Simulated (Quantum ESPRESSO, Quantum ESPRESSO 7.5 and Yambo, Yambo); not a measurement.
# MoS2 (P6_3/mmc): G0W0 on several meshes in Yambo

How does the mesh move the gap of MoS2 (P6_3/mmc)?

Main program and level: Quantum ESPRESSO 7.5 and Yambo 5.3.0; PBE and many-body steps on it, plane waves.

The database entry behind the starting cell differs from later determinations by our own check (about 0.3 % long), so it need not match the best structure at ambient conditions.

## Step 1: The starting structure

It takes space group P6_3/mmc (No. 194, hexagonal). The conventional cell has a = 3.169 Å, b = 3.169 Å, c = 12.324 Å, α = 90.00°, β = 90.00°, γ = 120.00°. Mo has 6 S at 2.41 Å nearest. S has 3 Mo at 2.41 Å nearest. Farther neighbours and most contacts between anions are not listed.

Structure file:

```cif
data_structure
_symmetry_space_group_name_H-M 'P 1'
_symmetry_Int_Tables_number 1
_cell_length_a 3.1690
_cell_length_b 3.1690
_cell_length_c 12.3240
_cell_angle_alpha 90.000
_cell_angle_beta 90.000
_cell_angle_gamma 120.000
_cell_volume 107.18
loop_
_atom_site_label
_atom_site_type_symbol
_atom_site_fract_x
_atom_site_fract_y
_atom_site_fract_z
_atom_site_occupancy
Mo1 Mo 0.33333 0.66667 0.25000 1
Mo2 Mo 0.66667 0.33333 0.75000 1
S3 S 0.33333 0.66667 0.62300 1
S4 S 0.66667 0.33333 0.12300 1
S5 S 0.33333 0.66667 0.87700 1
S6 S 0.66667 0.33333 0.37700 1
```

The cell and positions come from the Crystallography Open Database and are kept as given unless a step says otherwise.

## Step 2: Empty states on the mesh, 3×3×1 mesh, 106 bands

This step: Quantum ESPRESSO 7.5; DFT, PBE, plane waves, norm-conserving pseudopotentials.

The sums over transitions need many empty states on a uniform mesh; this step solves for them.

Contents of pw.in:

```
&control
  calculation = 'nscf'
  prefix = 'x'
  outdir = 'o'
  pseudo_dir = 'pseudo'
/
&system
  ibrav = 0
  nat = 6
  ntyp = 2
  ecutwfc = 72.0
  nbnd = 106
  force_symmorphic = .true.
/
&electrons
  conv_thr = 1e-9
  electron_maxstep = 80
  diago_full_acc = .true.
  diago_thr_init = 5e-6
/
ATOMIC_SPECIES
  Mo 95.95 Mo.upf
  S 32.06 S.upf
CELL_PARAMETERS angstrom
  3.1690000000 -0.0000000000 0.0000000000
  -1.5845000000 2.7444345046 0.0000000000
  0.0000000000 0.0000000000 12.3240000000
ATOMIC_POSITIONS crystal
  Mo 0.3333333333 0.6666666667 0.2500000000
  Mo 0.6666666667 0.3333333333 0.7500000000
  S 0.3333333333 0.6666666667 0.6230000000
  S 0.6666666667 0.3333333333 0.1230000000
  S 0.3333333333 0.6666666667 0.8770000000
  S 0.6666666667 0.3333333333 0.3770000000
K_POINTS automatic
  3 3 1 0 0 0
```

Run with:

```sh
> OMP_NUM_THREADS=1 mpirun -n 8 pw.x -nk 4 -in pw.in > pw.out
```

Output:

```text
Program PWSCF v.7.5 starts

     This program is part of the open-source Quantum ESPRESSO suite
     for quantum simulation of materials; please cite
         "P. Giannozzi et al., J. Phys.:Condens. Matter 21 395502 (2009);
         "P. Giannozzi et al., J. Phys.:Condens. Matter 29 465901 (2017);
         "P. Giannozzi et al., J. Chem. Phys. 152 154105 (2020);
     in publications or presentations arising from this work. More details at

     Atomic positions and unit cell read from directory:
     o/x.save/

     Message from routine setup:
[...]
47.6403  48.2268

          k = 0.0000 0.3849 0.0000 (  7472 PWs)   bands (ev):

[...]
47.8967  48.6318

          k = 0.3333 0.5774 0.0000 (  7476 PWs)   bands (ev):

[...]
42.3203  42.3203  43.2064  43.2064  45.1840  45.2584  45.7807  45.7807
    45.9635  46.0250  46.0250  46.1253  46.1809  46.1809  47.4762  48.1075
    48.1075  48.5387

     highest occupied, lowest unoccupied level (ev):    10.9922   12.0439

     XML data file, pseudopotentials, collected wavefunctions

=------------------------------------------------------------------------------=
   JOB DONE.
=------------------------------------------------------------------------------=
```

Wall time 6.5 s (8 MPI ranks of Arm Neoverse V1, shared host); peak memory 0.6 GiB; 52 s of CPU time.

This step gave:

| Quantity | Value |
| --- | --- |
| gap | 1.052 eV |
| k of the valence top | 0, 0, 0 |
| k of the conduction bottom | 0.3333, 0.3333, 0 |
| least direct gap | 1.654 eV |
| k points computed | 3 |
| lowest point of the top converged band, above the valence top | 37.23 eV |

On this mesh the gap is 1.052 eV.

The density comes from a self-consistent run that is not shown.

## Step 3: Conversion and set-up

This step: Yambo 5.3.0; conversion and set-up on PBE, plane waves, norm-conserving pseudopotentials.

The states are converted to the many-body program's format and the q mesh is built.

Run with:

```sh
> (cd o/x.save; p2y > p2y.log; mv SAVE ../..); yambo > setup.log
```

Output:

```text
 Yambo, version 5.3.0

 [02] CORE Variables Setup
 =========================

  [02.01] Unit cells
  ==================

  Cell kind             :  HCP
  Atoms in the cell     :  Mo  S
  number of Mo atoms    :  2
  number of S  atoms    :   4

  List of atomic masses
  Mass of Mo    :  95.95000
  Mass of S     :  32.06000

  List of atomic coordinates    : [cc]
  Mo1       : -0.29943E-09   3.4575       5.8222      order 1
  Mo2       :   2.99427   1.72874  17.46674  order 2
  S1       : -0.29943E-09   3.4575       14.509      order 3
[...]
0.000000  0.000000  0.000000  0.000000  0.000000  0.000000  0.000000  0.000000

 [03] Transferred momenta grid and indexing
 ==========================================

 IBZ Q-points                                      :  3
 BZ  Q-points                                      :   9

 K/Q-points units:
 rlu = crystal or reduced units; cc = cartesian coordinates; iku = interal k-units

 Q [1]          [rlu]:  0.000000  0.000000  0.000000
 Q [2]          [rlu]: -0.79644E-17  0.33333       0.0000
 Q [3]          [rlu]:  0.333333  0.333333  0.000000

  [03.01] X indexes
  =================

   [03.01.01] Sigma indexes
   ========================

 [06] Game Over & Game summary
```

It took 2.2 s on 1 MPI rank; peak memory 0.24 GiB.

## Step 4: 3×3×1

Now the one-shot GW correction: screening in the RPA, then the self-energy of the levels asked for.

This step: G0W0 on PBE, plane waves, norm-conserving pseudopotentials.

Contents of gw13.in:

```
HF_and_locXC
gw0
dyson
ppa
em1d
rim_cut
RandQpts= 1000000
RandGvec= 1 RL
EXXRLvcs= 72 Ry
VXCRLvcs= 288 Ry
Chimod= "HARTREE"
% BndsRnXp
 1 | 106 |
%
NGsBlkXp= 7 Ry
% LongDrXp
 1 | 1 | 1 |
%
% GbndRnge
 1 | 106 |
%
DysSolver= "n"
ExtendOut
PPAPntXp= 27.21138 eV
% QPkrange
 1 | 1 | 25 | 28 |
 3 | 3 | 25 | 28 |
%
```

Run with:

```sh
> OMP_NUM_THREADS=2 mpirun -n 4 yambo -F gw13.in -J gw13 -C gw13 > gw13.log
```

Output:

```text
 Yambo, version 5.3.0

 [02] CORE Variables Setup
 =========================

  [... cell, symmetries and grids as in the set-up ...]

  [02.05] Energies & Occupations
  ==============================

  [X] === General ===
  [X] Electronic Temperature                        :  0.000000  0.000000 [eV K]
  [X] Bosonic    Temperature                        :  0.000000  0.000000 [eV K]
  [X] Finite Temperature mode                       : no
  [X] El. density                                   :  0.48515E+24 [cm-3]
  [X] Fermi Level                                   :  10.99216 [eV]

  [X] === Gaps and Widths ===
  [X] Conduction Band Min                           :  1.051771 [eV]
  [X] Valence Band Max                              :  0.000000 [eV]
  [X] Filled Bands                                  :  26
  [X] Empty Bands                                   :   27  106
  [X] Direct Gap                                    :  1.653898 [eV]
  [X] Direct Gap localized at k                     :  3
  [X] Indirect Gap                                  :  1.051771 [eV]
  [X] Indirect Gap between kpts                     :  1  3
  [X] Last valence band width                       :  1.539690 [eV]
  [X] 1st conduction band width                     :  1.047879 [eV]

 [03] Transferred momenta grid and indexing
 ==========================================

 IBZ Q-points                                      :  3
 BZ  Q-points                                      :   9

 K/Q-points units:
 rlu = crystal or reduced units; cc = cartesian coordinates; iku = interal k-units

 Q [1]          [rlu]:  0.000000  0.000000  0.000000
 Q [2]          [rlu]: -0.79644E-17  0.33333       0.0000
 Q [3]          [rlu]:  0.333333  0.333333  0.000000

 [04] Coloumb potential Random Integration (RIM)
 ===============================================

  [04.01] RIM initialization
  ==========================

  * Diagonal components only detected *

  8 x (sBL volume)        :  0.304834 [a.u.]
  sBZ random points       :  1000000
  Points outside the sBZ  :   7993074
  RL volume               :  0.342938 [a.u.]
  Integrated volume       :  0.343236 [a.u.]

  [04.02] RIM integrals
  =====================

  Gamma point sphere radius             :  0.122078 [a.u.]
  Points outside the sphere             :   799724
  [Int_sBZ(q=0) 1/q^2]*(Vol_sBZ)^(-1/3) =:  7.615907
                                 should be <:  7.795600

  Summary of Coulomb integrals for non-metallic bands |Q|[au] RIM/Bare

  Q [1] 0.100000E-4 0.976949 * Q [2] 0.403838 1.108297
  Q [3] 0.699467 1.036392

 [05] Dipoles
 ============

  [05.01] Setup: observables and procedures
  =========================================

  [WARNING] [x,Vnl] slows the Dipoles computation. To neglect it rename the ns.kb_pp file

 [06] Dynamic Dielectric Matrix (PPA)
 ====================================

 [WR./gw13//ndb.pp]--------------------------------------------------------------
  Brillouin Zone Q/K grids (IBZ/BZ)                :   3   9   3   9
  RL vectors                                       :   9169 [WF]
  Coulomb cutoff potential                         : none
  Electronic Temperature                           :  0.000000 [K]
  Bosonic    Temperature                           :  0.000000 [K]
  PPA    diel. fun.  energies                      : Perdew, Burke & Ernzerhof(X)+Perdew, Burke & Ernzerhof(C)
  wavefunctions                                    : Perdew, Burke & Ernzerhof(X)+Perdew, Burke & Ernzerhof(C)
  Global Gauge                                     : length
  X matrix size                                    :  241
  X band range                                     :    1  106
  X e/h energy range                               : -1.000000 -1.000000 [eV]
  X Time ordering                                  : R
  X Hxc Kernel                                     : HARTREE
  X Drude frequency                                :  0.000000  0.000000
  X poles                                          :  100.0000 [o/o]
  RL vectors in the sum                            :   9169
  [r,Vnl] included                                 : yes
  Field direction                                  :  0.577350E-5  0.577350E-5  0.577350E-5
  BZ energy Double Grid                            : no
  BZ energy DbGd points                            : 0
  BZ Q point size factor                           : -1.000000
  X Optical Averaged directions                    : none

 [07] Local Exchange-Correlation + Non-Local Fock
 ================================================

 [VXC] Plane waves :   59645
 [EXS] Plane waves :   7461

 QP @ state[ 1 ] K range:  1  1
 QP @ state[ 1 ] b range:  25  28
 QP @ state[ 2 ] K range:  3  3
 QP @ state[ 2 ] b range:  25  28

 [xc] Functional : Perdew, Burke & Ernzerhof(X)+Perdew, Burke & Ernzerhof(C)
 [xc] LIBXC used to calculate xc functional
  PP Number of Atomic Species                      :  2
  NLCC RL compoments                               :   59645
  PP Number of Atomic Species                      :  2
  NLCC RL compoments                               :   59645

 [xc] E_xc :  -24.91411 [Ha]
      E_xc :  -49.82821 [Ry]

  Local XC kind (lXC) : Perdew, Burke & Ernzerhof(X)+Perdew, Burke & Ernzerhof(C)
  Non-Local XC kind (nlXC) : Hartree-Fock

  Corrections @ K [1] :  [eV]
 <25|nlXC|25> = -16.36921 -0.19428E-16 <25|lXC|25> = -15.39541 -0.18882E-15
 <26|nlXC|26> = -17.00071  0.72495E-17 <26|lXC|26> = -16.36977 -0.18882E-15
 <27|nlXC|27> = -11.02203 -0.38169E-17 <27|lXC|27> = -15.68272  0.000000
 <28|nlXC|28> = -11.02384  0.36343E-17 <28|lXC|28> = -15.68272  0.75527E-15

  Corrections @ K [3] :  [eV]
 <25|nlXC|25> = -17.08561  0.14103E-16 <25|lXC|25> = -16.19645 -0.47204E-16
 <26|nlXC|26> = -17.38939 -0.10199E-16 <26|lXC|26> = -16.54889 -0.47204E-16
 <27|nlXC|27> = -12.79909  0.35616E-17 <27|lXC|27> = -17.60132  0.56645E-15
 <28|nlXC|28> = -12.79911 -0.71127E-17 <28|lXC|28> = -17.60132  0.000000

  [07.01] Hartree-Fock occupations report
  =======================================

  [Hartree-Fock] === General ===
  [Hartree-Fock] Electronic Temperature             :  0.000000  0.000000 [eV K]
  [Hartree-Fock] Bosonic    Temperature             :  0.000000  0.000000 [eV K]
  [Hartree-Fock] Finite Temperature mode            : no
  [Hartree-Fock] El. density                        :  0.48515E+24 [cm-3]
  [Hartree-Fock] Fermi Level                        :  10.99216 [eV]

  [Hartree-Fock] === Gaps and Widths ===
  [Hartree-Fock] Conduction Band Min                :  1.393449 [eV]
  [Hartree-Fock] Valence Band Max                   : -0.630944 [eV]
  [Hartree-Fock] Filled Bands                       :  26
  [Hartree-Fock] Empty Bands                        :   27  106
  [Hartree-Fock] Direct Gap                         :  2.933139 [eV]
  [Hartree-Fock] Direct Gap localized at k          :  2
  [Hartree-Fock] Indirect Gap                       :  2.024392 [eV]
  [Hartree-Fock] Indirect Gap between kpts          :  1  2
  [Hartree-Fock] Last valence band width            :  0.908746 [eV]
  [Hartree-Fock] 1st conduction band width          :  5.366887 [eV]

 [08] Dyson equation: Newton solver
 ==================================

  [08.01] G0W0 (W PPA)
  ====================

  [  GW  ] Bands range     :    1  106
  [GW/PPA] G damping       :  0.100000 [eV]

  QP @ state[ 1 ] K range:  1  1
  QP @ state[ 1 ] b range:  25  28
  QP @ state[ 2 ] K range:  3  3
  QP @ state[ 2 ] b range:  25  28

   Sc/G bands                                       :    1  106
   Sc/G damping                                     :  0.100000 ev
   Sc bands terminator                              : no
   Sx RL components                                 :   7461

   QP @ state[ 1 ] K range                          :  1  1
   QP @ state[ 1 ] b range                          :  25  28
   QP @ state[ 2 ] K range                          :  3  3
   QP @ state[ 2 ] b range                          :  25  28
   GF energies kind                                 : Perdew, Burke & Ernzerhof(X)+Perdew, Burke & Ernzerhof(C)
   GF WF`s kind                                     : Perdew, Burke & Ernzerhof(X)+Perdew, Burke & Ernzerhof(C)
   Xs energies kind                                 : Perdew, Burke & Ernzerhof(X)+Perdew, Burke & Ernzerhof(C)
   Xs WF`s kind                                     : Perdew, Burke & Ernzerhof(X)+Perdew, Burke & Ernzerhof(C)

 [11] Game Over & Game summary
```

It took 11 s on 4 MPI ranks; peak memory 1.7 GiB.

This step gave:

* G0W0 gap on the points computed: 1.739 eV
* starting gap on the mesh: 1.052 eV
* k of the valence top: 0, 0, 0
* k of the conduction bottom: 0.3333, 0.3333, 0
* least direct G0W0 gap on the computed points: 2.308 eV
* Z at the valence top: 0.7825
* Z at the conduction bottom: 0.7809

The gap on the mesh goes from 1.05 eV to 1.74 eV, a correction of +0.69 eV.

## Step 5: Empty states on the mesh, 9×9×2 mesh, 106 bands

This step: Quantum ESPRESSO 7.5; DFT, PBE, plane waves, norm-conserving pseudopotentials.

Edit pw.in of step 2 so:

```diff
@@ -35,2 +35,2 @@
 K_POINTS automatic
-  3 3 1 0 0 0
+  9 9 2 0 0 0
```

Run with:

```sh
> OMP_NUM_THREADS=1 mpirun -n 8 pw.x -nk 4 -in pw.in > pw.out
```

Output:

```text
[banner, memory and clock lines left out]
Program PWSCF v.7.5 starts

     Atomic positions and unit cell read from directory:
     o/x.save/

     Message from routine setup:
     using ibrav=0 with symmetry is DISCOURAGED, use correct ibrav instead

     bravais-lattice index     =            0
     lattice parameter (alat)  =       5.9885  a.u.
     unit-cell volume          =     723.3082 (a.u.)^3
     number of atoms/cell      =            6
     number of atomic types    =            2
     number of electrons       =        52.00
[...]
47.6403  48.2268

          k = 0.0000 0.0000-0.1286 (  7394 PWs)   bands (ev):

[...]
48.0897  48.0897

          k = 0.0000 0.1283 0.0000 (  7430 PWs)   bands (ev):

[...]
42.3363  42.4679  43.1954  43.4596  44.1627  44.6391  44.9994  45.2725
    45.4141  45.7443  45.8138  46.0519  46.3890  46.5308  46.9041  47.0944
    48.3604  48.9742

          k = 0.0000 0.1283-0.1286 (  7416 PWs)   bands (ev):

     [... further k-points ...]

     highest occupied, lowest unoccupied level (ev):    10.9922   11.9560

     XML data file, pseudopotentials, collected wavefunctions
```

It took 34 s on 8 MPI ranks; peak memory 0.7 GiB; 4.5 min of CPU time.

Numbers from this step:

```
gap                                                           : 0.9639 eV
k of the valence top                                          : 0, 0, 0
k of the conduction bottom                                    : 0.1111, 0.2222, 0
least direct gap                                              : 1.654 eV
k points computed                                             : 24
lowest point of the top converged band, above the valence top : 36.98 eV
```

On this mesh the gap is 0.964 eV.

(Continued in part 2 of 2.)

[Paths, hosts, dates, memory and timing lines, banners, echoed tables and standing remarks are left out of the program output.]

[Logs are printed without paths, hosts, clocks, repeated set-up lines and the standing remarks that a program may print on its own settings, such as how far it seeks lower states.]

[Runs of the session that timed out or met a known fault of the program may be left out.]

[Hosts, paths, dates, database ids (printed as entryN), source tags and the programs' standing remarks are cut or masked in the printed files.]
